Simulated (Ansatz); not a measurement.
# One crystal, many levels of theory: H2CClF (P2_1)

What gap does each level of theory give for H2CClF (P2_1), and in what time?

Method: density functionals, hybrids and G0W0, plane waves, PAW, in Ansatz 0.2.0.

## Step 1: The starting structure

The structure is monoclinic, space group P2_1 (No. 4). The conventional cell has a = 5.021 Å, b = 4.148 Å, c = 6.768 Å, α = 90.00°, β = 108.21°, γ = 90.00°. Nearest to H lie 1 C at 1.09 Å. Nearest to C lie 2 H at 1.09 Å and 1 F at 1.38 Å and 1 Cl at 1.79 Å. Cl has 1 C at 1.79 Å nearest. Nearest to F lie 1 C at 1.38 Å. Farther neighbours and most contacts between anions are not listed.

Coordinates:

```cif
data_structure
_symmetry_space_group_name_H-M 'P2_1'
_symmetry_Int_Tables_number 4
_cell_length_a 5.0206
_cell_length_b 4.1477
_cell_length_c 6.7676
_cell_angle_alpha 90.000
_cell_angle_beta 108.205
_cell_angle_gamma 90.000
_cell_volume 133.87
loop_
_atom_site_label
_atom_site_type_symbol
_atom_site_symmetry_multiplicity
_atom_site_Wyckoff_symbol
_atom_site_fract_x
_atom_site_fract_y
_atom_site_fract_z
_atom_site_occupancy
H1 H 2 a 0.28539 0.39143 0.15535 1
H2 H 2 a 0.57087 0.10793 0.27087 1
C1 C 2 a 0.34614 0.14076 0.19427 1
Cl1 Cl 2 a 0.16652 0.00252 0.36834 1
F1 F 2 a 0.26455 0.95786 0.01500 1
```

Geometry: measured cell, ions relaxed with PBE. The runs that relaxed it are not among those shown. The default PAW set here is soft_2. Its files were made with PBE.

## Step 2: LDA on the 6×6×4 mesh

This step: DFT, LDA, plane waves, PAW.

input.yaml

```yaml
crystal:
  lattice:
    - [5.0206, 0.0, 0.0]
    - [0.0, 4.1477, 0.0]
    - [-2.1143188253, 0.0, 6.4288463713]
  atoms:
    - { symbol: H, position: [0.2853907074, 0.3914333251, 0.1553547444] }
    - { symbol: H, position: [0.7146092926, 0.8914333251, 0.8446452556] }
    - { symbol: H, position: [0.5708661695, 0.1079278767, 0.2708692269] }
    - { symbol: H, position: [0.4291338305, 0.6079278767, 0.7291307731] }
    - { symbol: C, position: [0.3461441783, 0.1407585261, 0.1942650717] }
    - { symbol: C, position: [0.6538558217, 0.6407585261, 0.8057349283] }
    - { symbol: Cl, position: [0.1665216804, 0.0025228448, 0.3683413112] }
    - { symbol: Cl, position: [0.8334783196, 0.5025228448, 0.6316586888] }
    - { symbol: F, position: [0.2645503672, 0.9578574273, 0.0149998989] }
    - { symbol: F, position: [0.7354496328, 0.4578574273, 0.9850001011] }
kpoints:
  mp_grid: { grid: [6, 6, 4] }
  band_path:
    path:
      - [0.0, 0.0, 0.0]
      - [0.0, 0.5, 0.0]
      - [0.0, 0.5, 0.5]
      - [0.0, 0.0, 0.5]
      - [-0.5, 0.0, 0.5]
      - [-0.5, 0.5, 0.5]
      - [-0.5, 0.5, 0.0]
      - [-0.5, 0.0, 0.0]
      - [-0.5, 0.45, 0.0]
    npoints: 1
hamiltonian:
  xc: lda
scf:
  occupations: { method: fixed }
  n_extra_bands: 7
output:
  eigenvalues: true
  forces: true
  stress: true
```

Launch:

```bash
$ ansatz run input.yaml --threads 3 --pin off --max-ram 92160MiB --backend cuda --events-out ev --progress --plain --runs-dir out --devices 1 --max-vram 13GiB  # rebuilt from the run's record
```

Numbers of over 12 decimals in the logs are rounded to 6 here.

The program printed:

```text
scf.n_extra_bands = 7 over 20 filled bands (N_el = 40.0): the run solves 27 bands
GPUs: using 1 of 1 available (devices: 1).
Engine: ansatz 0.2.0, x86_64-unknown-linux-gnu
Pseudopotentials: kind: paw
Pseudopotential: H, paw, valence charge 1, recommended cutoff 420 eV (normal), H.paw.azcp
Pseudopotential: C, paw, valence charge 4, recommended cutoff 420 eV (normal), C.paw.azcp
Pseudopotential: Cl, paw, valence charge 7, recommended cutoff 420 eV (normal), Cl.paw.azcp
Pseudopotential: F, paw, valence charge 7, recommended cutoff 420 eV (normal), F.paw.azcp
Functional definition: SPW92
  exchange = slater_x
  correlation = pw_c
device memory: the entry about to start is reckoned to put 3.0 GiB on a device that reports 52.1 GiB free (of which the cap on the GPU budget leaves the run 13.0 GiB)
GPU FFT provider: cuFFT
GPU libraries: cuBLAS 13.8.2, cuFFT 12.4.0, cuSOLVER 12.3.4
Crystal: 10 atoms, lattice volume = 133.874 Å³
Basis set: ecut = 420 eV, 2603 PW (Γ)
Bands: 27, of which v1, the nominal top of the filled ones, is band 20 counted from 1 (19 counted from 0)
Symmetry: 2 space group operations
Space group: P21 (ITA 4), of the structure as read, at distance tolerance 5.1e-5 Å
k-points: 56 of 144 (time reversal used)
Non-local potential: H, projectors of the file, l = 0: 2, l = 1: 1
Non-local potential: C, projectors of the file, l = 0: 2, l = 1: 2, l = 2: 1
Non-local potential: Cl, projectors of the file, l = 0: 2, l = 1: 2, l = 2: 2
Non-local potential: F, projectors of the file, l = 0: 2, l = 1: 2, l = 2: 1
PAW form: soft (Blöchl's): semilocal exchange-correlation on the pseudo side does not see the compensation charge
PAW frozen core: C, regenerated for the run's functional, and the local potential with it (the file was generated under x = pbe(κ = 0.804, μ = 0.219515), c = pbe(β = 0.066725))
PAW frozen core: Cl, regenerated for the run's functional, and the local potential with it (the file was generated under x = pbe(κ = 0.804, μ = 0.219515), c = pbe(β = 0.066725))
PAW frozen core: F, regenerated for the run's functional, and the local potential with it (the file was generated under x = pbe(κ = 0.804, μ = 0.219515), c = pbe(β = 0.066725))
PAW one-centre angular grid: H, 110 points (default); XC on 64 Gauss nodes
PAW one-centre angular grid: C, 110 points (default); XC on 64 Gauss nodes
PAW one-centre angular grid: Cl, 110 points (default); XC on 64 Gauss nodes
PAW one-centre angular grid: F, 110 points (default); XC on 64 Gauss nodes
Initial density: superposition of atomic densities (neutral atoms: chi_scale 0, normalization atom), corrected by the library's trained network
Initial wavefunctions: pseudopotential atomic-orbital guess
GPU buffer pool allocated for 51840 grid points (all kernels)
GPU transforms: local potential and band sums: pruned to the plane-wave sphere, on 36×27×45
Functional: x = slater, c = lda
SCF iter   1: F=—  HF=-4224.080528 eV  |F-HF|=—  |Δ(HF+E_count)|=         —  Δρ=9.82e-3  dr2=7.87e-2  ethr=1.77e-3  ⟨swp⟩=5.0  Hψ=6095  notcnv=0  defer=279
preconditioner: auto → Resta (q_TF=auto, 2.231 Å⁻¹)  ε∞=3.3  [insulator: Δε(μ)=5.701 eV  Ē_g=12.812 eV  n_scr=26 (ndim 8)  ℏωp=19.3 eV  f_vac=0.108  ε∞_Penn≈3.3]
SCF iter   2: F=—  HF=-4224.060736 eV  |F-HF|=—  |Δ(HF+E_count)|=   1.98e-2  Δρ=4.02e-3  dr2=1.34e-2  ethr=1.97e-4  ⟨swp⟩=2.3  Hψ=2952  notcnv=0  defer=280
SCF iter   3: F=—  HF=-4224.057397 eV  |F-HF|=—  |Δ(HF+E_count)|=   3.34e-3  Δρ=1.78e-3  dr2=3.16e-3  ethr=3.35e-5  ⟨swp⟩=2.3  Hψ=2331  notcnv=0  defer=280
SCF iter   4: F=—  HF=-4224.056611 eV  |F-HF|=—  |Δ(HF+E_count)|=   7.86e-4  Δρ=2.67e-4  dr2=7.27e-5  ethr=7.90e-6  ⟨swp⟩=2.2  Hψ=2321  notcnv=0  defer=280
SCF iter   5: F=—  HF=-4224.056732 eV  |F-HF|=—  |Δ(HF+E_count)|=   1.21e-4  Δρ=9.91e-5  dr2=9.92e-6  ethr=1.82e-7  ⟨swp⟩=2.2  Hψ=2365  notcnv=0  defer=165
SCF iter   6: F=—  HF=-4224.056738 eV  |F-HF|=—  |Δ(HF+E_count)|=   6.21e-6  Δρ=1.65e-5  dr2=3.91e-7  ethr=2.48e-8  ⟨swp⟩=2.2  Hψ=2425  notcnv=0  defer=168
SCF iter   7: F=-4224.056738 eV  HF=-4224.056738 eV  |F-HF|=3.77e-8  |Δ(HF+E_count)|=   1.89e-7  Δρ=5.23e-6  dr2=3.72e-8  ethr=2.50e-10  ⟨swp⟩=11.2  Hψ=8355  notcnv=0
SCF 1 converged in 7 iterations: F = -4224.056738 eV  dr2 = 3.72e-8
[...]
device memory: the entry about to start is reckoned to put 0.8 GiB on a device that reports 53.7 GiB free (of which the cap on the GPU budget leaves the run 13.0 GiB)
NSCF: frozen V_eff on 9 k-points, pencils in batches of 32, up to order 120
SCF converged after 7 iterations
Free energy (F): -4224.056738 eV
Harris-Foulkes:  -4224.056738 eV  (|F-HF|=3.77e-8)
Internal energy: -4224.056738 eV  (E = F + TS)
E sigma→0 (E₀):  -4224.056738 eV
Fermi energy:    -0.812704 eV
--- Per-component energies (eV) ---
  E_band       = -309.928252
  E_kinetic    = 960.039991
  E_local      = -2749.868352  (includes V_loc(G=0)·N_el)
  E_nonlocal   = 274.439648
  E_hartree    = 977.113082
  E_xc         = -492.568893
  E_vxc        = -601.816095  (∫ρ·V_xc dr)
  E_paw        = -1810.097780  (= ΣΔE_a)
  E_vpaw       = -146.950955  (= ΣTr[D̂ρ^β])
  E_aug_tail   = -0.001106  (compensation charges beyond the density's cutoff)
  E_ewald      = -1383.846480
  E_core_change = 0.733152  (= ΣΔE_core)
  E_smearing   = -0.000000  (= −TS)
  E_closure    = -0.000000  (closes the sum)
  Σ components = -4224.056738   (vs F -4224.056738, Δ=0.00e0)
--- Forces (eV/Å), atoms counted from 1 ---
  atom   1  H     -0.07964119     0.26030193    -0.07324463
  atom   2  H      0.07964119     0.26030193     0.07324463
  atom   3  H      0.22608020    -0.03222955     0.12554427
  atom   4  H     -0.22608020    -0.03222955    -0.12554427
  atom   5  C     -0.38817514    -0.61238360    -0.37602074
  atom   6  C      0.38817514    -0.61238360     0.37602074
  atom   7  Cl     0.24426645     0.08691349    -0.23107836
  atom   8  Cl    -0.24426645     0.08691349     0.23107836
  atom   9  F     -0.02729654     0.29739225     0.55566303
  atom  10  F      0.02729654     0.29739225    -0.55566303
  max |Σ_I F_I| component: 1.10e-5 eV/Å
--- Stress (GPa, compression-positive) ---
       -1.569911      -0.000000       1.040785
       -0.000000      -1.242107       0.000000
        1.040784       0.000000      -3.046347
  P = ⅓ Tr σ = -1.9528 GPa (-19.528 kbar)
--- Band table (eV; the first three rows and the last of 56) ---
  k-point 0: bands = [... 16 lower, -1.6308, -1.6183, -1.5863, -1.0916, 5.2973, 5.5726, 5.8440, 7.1013, ... 3 higher]
  k-point 1: bands = [... 16 lower, -1.7539, -1.5447, -1.4948, -1.1114, 5.3143, 5.4851, 5.9645, 6.8440, ... 3 higher]
  k-point 2: bands = [... 16 lower, -1.7904, -1.4865, -1.4677, -1.1321, 5.3580, 5.3930, 6.1220, 6.5664, ... 3 higher]
  k-point 55: bands = [... 16 lower, -1.6459, -1.6459, -0.8185, -0.8185, 5.5044, 5.5044, 6.6804, 6.6804, ... 3 higher]
```

Run time: 4.5 s. Hardware: 1 × NVIDIA H100 80GB HBM3 (shared by 6 runs) with 3 threads of AMD EPYC 7R13 (Zen 3), shared host; peak memory 0.92 GiB.

Numbers from this step:

```
pressure             : -1.953 GPa
gap                  : 5.756 eV
valence top at       : k = (-0.500, 0.450, 0.000)
conduction bottom at : Y_2
least direct gap     : 5.814 eV
```

Over mesh and listed points the gap is 5.756 eV, from k = (-0.500, 0.450, 0.000) to k = (-0.500, 0.000, 0.000). The least direct gap found is 5.814 eV, at k = (-0.500, 0.000, 0.000). On the 6×6×4 mesh alone the same run gives 5.759 eV, so that mesh misses an edge of LDA: 5.759 − 5.756 = +0.003 eV.

## Step 3: PBEsol on the 6×6×4 mesh

This step: DFT, PBEsol, plane waves, PAW.

Edit input.yaml of step 2 so:

```diff
@@ -31,3 +31,3 @@
 hamiltonian:
-  xc: lda
+  xc: pbesol
 scf:
```

The program printed:

```text
[...]
GPUs: using 1 of 1 available (devices: 1).
[...]
GPU FFT provider: cuFFT
GPU libraries: cuBLAS 13.8.2, cuFFT 12.4.0, cuSOLVER 12.3.4
Crystal: 10 atoms, lattice volume = 133.874 Å³
Basis set: ecut = 420 eV, 2603 PW (Γ), exchange–correlation on 72×60×96 points (8 copies of the dense FFT grid, shifted against one another)
Bands: 27, of which v1, the nominal top of the filled ones, is band 20 counted from 1 (19 counted from 0)
Symmetry: 2 space group operations
[...]
k-points: 56 of 144 (time reversal used)
[...]
GPU buffer pool allocated for 51840 grid points (all kernels)
[...]
SCF iter   1: F=—  HF=-4278.988153 eV  |F-HF|=—  |Δ(HF+E_count)|=         —  Δρ=6.14e-3  dr2=2.86e-2  ethr=1.77e-3  ⟨swp⟩=5.1  Hψ=6169  notcnv=0  defer=279
[...]
atom   5  C     -0.23625030    -0.34435568    -0.18574929
  atom   6  C      0.23625030    -0.34435568     0.18574929
  atom   7  Cl     0.14161394     0.05032439    -0.11741727
  atom   8  Cl    -0.14161394     0.05032439     0.11741727
  atom   9  F     -0.01671698     0.15383490     0.27720663
  atom  10  F      0.01671698     0.15383490    -0.27720663
  max |Σ_I F_I| component: 2.32e-4 eV/Å
--- Stress (GPa, compression-positive) ---
        0.228394      -0.000000       0.619164
       -0.000000       0.437068       0.000000
        0.619162       0.000000      -0.516688
  P = ⅓ Tr σ = 0.0496 GPa (0.496 kbar)
--- Band table (eV; the first three rows and the last of 56) ---
  k-point 0: bands = [... 16 lower, -1.4259, -1.4091, -1.3825, -0.9009, 5.6380, 5.8846, 6.3207, 7.4628, ... 3 higher]
  k-point 1: bands = [... 16 lower, -1.5403, -1.3407, -1.2960, -0.9200, 5.6535, 5.8263, 6.4026, 7.2108, ... 3 higher]
  k-point 2: bands = [... 16 lower, -1.5753, -1.2851, -1.2698, -0.9402, 5.7117, 5.7260, 6.5603, 6.9224, ... 3 higher]
  k-point 55: bands = [... 16 lower, -1.4398, -1.4398, -0.6377, -0.6377, 5.8209, 5.8209, 7.0798, 7.0798, ... 3 higher]
[key lines of the parts left out:]
SCF converged after 7 iterations
Free energy (F): -4278.984528 eV
Fermi energy:    -0.632098 eV
```

The job ended after 6 s (1 × NVIDIA H100 80GB HBM3 (shared by 6 runs) with 3 threads; peak memory 0.96 GiB; 6.6 s of CPU time).

This step gave:

```yaml
pressure: 0.04959 GPa
gap: 5.909 eV
valence_top_at: k = (-0.500, 0.450, 0.000)
conduction_bottom_at: Y_2
least_direct_gap: 5.967 eV
```

Over mesh and listed points the gap is 5.909 eV, from k = (-0.500, 0.450, 0.000) to k = (-0.500, 0.000, 0.000). The least direct gap found is 5.967 eV, at k = (-0.500, 0.000, 0.000). On the 6×6×4 mesh alone the same run gives 5.912 eV, so that mesh misses an edge of PBEsol: 5.912 − 5.909 = +0.003 eV. PBEsol against LDA: 5.909 − 5.756 = +0.153 eV, with the same mesh, files and cutoff, and both edges at the same k points.

## Step 4: PBE on the 6×6×4 mesh

Levels along a band path and on the mesh show where this functional puts the band edges.

This step: DFT, PBE, plane waves, PAW.

Edit input.yaml of step 3 so:

```diff
@@ -24,12 +24,14 @@
       - [0.0, 0.0, 0.5]
+      - [0.0, 0.0, 0.0]
       - [-0.5, 0.0, 0.5]
       - [-0.5, 0.5, 0.5]
+      - [0.0, 0.5, 0.0]
       - [-0.5, 0.5, 0.0]
       - [-0.5, 0.0, 0.0]
-      - [-0.5, 0.45, 0.0]
-    npoints: 1
+      - [0.0, 0.0, 0.0]
+    npoints: 10
 hamiltonian:
-  xc: pbesol
+  xc: pbe
 scf:
-  occupations: { method: fixed }
+  occupations: { method: fermi_dirac, width: 0.02 }
   n_extra_bands: 7
@@ -39 +41,5 @@
   stress: true
+  write_density: true
+  write_potential: true
+  elf: true
+  volumetric_format: npy
```

The program printed:

```text
[...]
GPUs: using 1 of 1 available (devices: 1).
[...]
GPU FFT provider: cuFFT
GPU libraries: cuBLAS 13.8.2, cuFFT 12.4.0, cuSOLVER 12.3.4
Crystal: 10 atoms, lattice volume = 133.874 Å³
Basis set: ecut = 420 eV, 2603 PW (Γ), exchange–correlation on 72×60×96 points (8 copies of the dense FFT grid, shifted against one another)
[...]
k-point 0: bands = [... 16 lower, -1.4015, -1.3764, -1.3552, -0.8884, 5.7133, 5.9528, 6.4523, 7.5892, ... 3 higher]
  k-point 1: bands = [... 16 lower, -1.5069, -1.3150, -1.2744, -0.9040, 5.7294, 5.9026, 6.5344, 7.3298, ... 3 higher]
  k-point 2: bands = [... 16 lower, -1.5417, -1.2640, -1.2484, -0.9205, 5.7842, 5.8114, 6.7083, 7.0239, ... 3 higher]
  k-point 55: bands = [... 16 lower, -1.4114, -1.4114, -0.6445, -0.6445, 5.8940, 5.8940, 7.1943, 7.1943, ... 3 higher]
[key lines of the parts left out:]
SCF converged after 7 iterations
Free energy (F): -4341.608667 eV
Fermi energy:    2.381360 eV
P = ⅓ Tr σ = 1.3181 GPa (13.181 kbar)
```

Elapsed: 7.5 s, on 1 × NVIDIA H100 80GB HBM3 (shared by 6 runs) with 3 threads; peak memory 1 GiB.

This step gave:

```
pressure             : 1.318 GPa
gap                  : 5.993 eV
valence top at       : k = (-0.500, 0.450, 0.000)
conduction bottom at : Y_2
least direct gap     : 6.043 eV
```

Over mesh and path the gap is 5.993 eV, from k = (-0.500, 0.450, 0.000) to k = (-0.500, 0.000, 0.000). The least direct gap found is 6.043 eV, at k = (-0.500, 0.000, 0.000). On the 6×6×4 mesh alone the same run gives 5.996 eV, so that mesh misses an edge of PBE: 5.996 − 5.993 = +0.003 eV. PBE against PBEsol: 5.993 − 5.909 = +0.084 eV, with the same mesh, files and cutoff, and both edges at the same k points.

## Step 5: r2SCAN on the 6×6×4 mesh

r2SCAN is a meta-GGA: it depends on the kinetic-energy density as well as on the density and its gradient.

This step: DFT, r2SCAN, plane waves, PAW.

Edit input.yaml of step 4 so:

```diff
@@ -24,14 +24,12 @@
       - [0.0, 0.0, 0.5]
-      - [0.0, 0.0, 0.0]
       - [-0.5, 0.0, 0.5]
       - [-0.5, 0.5, 0.5]
-      - [0.0, 0.5, 0.0]
       - [-0.5, 0.5, 0.0]
       - [-0.5, 0.0, 0.0]
-      - [0.0, 0.0, 0.0]
-    npoints: 10
+      - [-0.5, 0.45, 0.0]
+    npoints: 1
 hamiltonian:
-  xc: pbe
+  xc: r2scan
 scf:
-  occupations: { method: fermi_dirac, width: 0.02 }
+  occupations: { method: fixed }
   n_extra_bands: 7
@@ -41,5 +39 @@
   stress: true
-  write_density: true
-  write_potential: true
-  elf: true
-  volumetric_format: npy
```

The program printed:

```text
[...]
GPUs: using 1 of 1 available (devices: 1).
[...]
GPU FFT provider: cuFFT
GPU libraries: cuBLAS 13.8.2, cuFFT 12.4.0, cuSOLVER 12.3.4
Crystal: 10 atoms, lattice volume = 133.874 Å³
Basis set: ecut = 500 eV, 3397 PW (Γ), exchange–correlation on 160×128×200 points (64 copies of the dense FFT grid, shifted against one another)
[...]
k-point 0: bands = [... 16 lower, -1.8339, -1.8205, -1.7778, -1.3004, 5.8564, 6.0745, 6.6802, 7.8206, ... 3 higher]
  k-point 1: bands = [... 16 lower, -1.9494, -1.7389, -1.7053, -1.3177, 5.8810, 6.0470, 6.7397, 7.5469, ... 3 higher]
  k-point 2: bands = [... 16 lower, -1.9872, -1.6943, -1.6679, -1.3366, 5.9470, 5.9717, 6.8934, 7.2277, ... 3 higher]
  k-point 55: bands = [... 16 lower, -1.8530, -1.8530, -1.0541, -1.0541, 6.0652, 6.0652, 7.3876, 7.3876, ... 3 higher]
[key lines of the parts left out:]
SCF converged after 7 iterations
Free energy (F): -4354.549672 eV
Fermi energy:    -1.050300 eV
P = ⅓ Tr σ = -0.7554 GPa (-7.554 kbar)
```

It took 9.8 s on 1 × NVIDIA H100 80GB HBM3 (shared by 6 runs) with 3 threads; peak memory 1.1 GiB.

Numbers from this step:

* pressure: -0.7554 GPa
* gap: 6.575 eV
* valence top at: k = (-0.500, 0.450, 0.000)
* conduction bottom at: Y_2
* least direct gap: 6.623 eV

Over mesh and listed points the gap is 6.575 eV, from k = (-0.500, 0.450, 0.000) to k = (-0.500, 0.000, 0.000). The least direct gap found is 6.623 eV, at k = (-0.500, 0.000, 0.000). On the 6×6×4 mesh alone the same run gives 6.578 eV, so that mesh misses an edge of r2SCAN: 6.578 − 6.575 = +0.003 eV. r2SCAN against PBE: 6.575 − 5.993 = +0.582 eV. The runs also differ in plane-wave cutoff (420 eV and 500 eV), so how much of this comes from the functional alone is not known.

## Step 6: HSE06 on the 4×4×2 mesh

HSE06 mixes in a quarter of exact exchange at short range.

This step: DFT, HSE06, plane waves, PAW.

Edit input.yaml of step 5 so:

```diff
@@ -17,3 +17,3 @@
 kpoints:
-  mp_grid: { grid: [6, 6, 4] }
+  mp_grid: { grid: [4, 4, 2] }
   band_path:
@@ -31,3 +31,3 @@
 hamiltonian:
-  xc: r2scan
+  xc: hse06
 scf:
@@ -37,3 +37 @@
   eigenvalues: true
-  forces: true
-  stress: true
```

The program printed:

```text
[...]
GPUs: using 1 of 1 available (devices: 1).
[...]
davidson cushion auto → on  (no smearing: the cushion is to keep the highest requested band from converging to the state above it; pin scf.eigensolver.cushion to override)
[...]
GPU FFT provider: cuFFT
GPU libraries: cuBLAS 13.8.2, cuFFT 12.4.0, cuSOLVER 12.3.4
Crystal: 10 atoms, lattice volume = 133.874 Å³
Basis set: ecut = 420 eV, 2603 PW (Γ)
[...]
Fermi energy:    -1.736854 eV
[...]
--- Band table (eV; the first three rows and the last of 18) ---
  k-point 0: bands = [... 16 lower, -2.5086, -2.4944, -2.4631, -1.9617, 6.3797, 6.6500, 6.9570, 8.2939, ... 3 higher]
  k-point 1: bands = [... 16 lower, -2.6634, -2.3722, -2.3548, -1.9863, 6.4346, 6.5295, 7.1808, 7.7467, ... 3 higher]
  k-point 2: bands = [... 16 lower, -2.5821, -2.5381, -2.3377, -1.9612, 6.3283, 6.6944, 7.3737, 8.4247, ... 3 higher]
  k-point 17: bands = [... 16 lower, -2.5244, -2.5244, -1.7381, -1.7381, 6.6166, 6.6166, 7.8183, 7.8183, ... 3 higher]
[key lines of the parts left out:]
Free energy (F): -4342.673911 eV
```

Elapsed: 22 s, on 1 × NVIDIA H100 80GB HBM3 (shared by 6 runs) with 3 threads; peak memory 1.3 GiB; 29 s of CPU time.

This step gave:

```
gap                     : 7.750 eV
valence top at          : k = (-0.500, 0.450, 0.000)
conduction bottom at    : Y_2
least direct gap        : 7.780 eV
exact-exchange fraction : 0.25
```

Over mesh and listed points the gap is 7.750 eV, from k = (-0.500, 0.450, 0.000) to k = (-0.500, 0.000, 0.000). The least direct gap found is 7.780 eV, at k = (-0.500, 0.000, 0.000). On the 4×4×2 mesh alone the same run gives 7.754 eV, so that mesh misses an edge of HSE06: 7.754 − 7.750 = +0.004 eV. HSE06 against PBE: 7.750 − 5.993 = +1.757 eV. The runs also differ in mesh (6×6×4 and 4×4×2), so how much of this comes from the functional alone is not known.

[end of part 1 of 2]

[Paths, hosts, dates, memory and timing lines, banners, echoed tables and standing remarks are left out of the program output.]

[Logs are printed without paths, hosts, clocks, repeated set-up lines and the standing remarks that a program may print on its own settings, such as how far it seeks lower states.]

[Runs of the session that timed out or met a known fault of the program may be left out.]

[Cells called generated may have been cut or substituted from an entry of the Crystallography Open Database or the Materials Project.]

[Hosts, paths, dates, database ids (printed as entryN), source tags and the programs' standing remarks are cut or masked in the printed files.]

[Where an RPA ε∞ is given, it is that of the G0W0 mesh and is not shown converged in it. Names of k-points follow the symmetry that the program found, which can be lower than the space group named. Band edges on a path are those of the sampled points; other points can move an edge, and change direct to indirect where valleys lie close.]

[Hybrid gaps are those of their k-mesh and are not shown converged in it.]
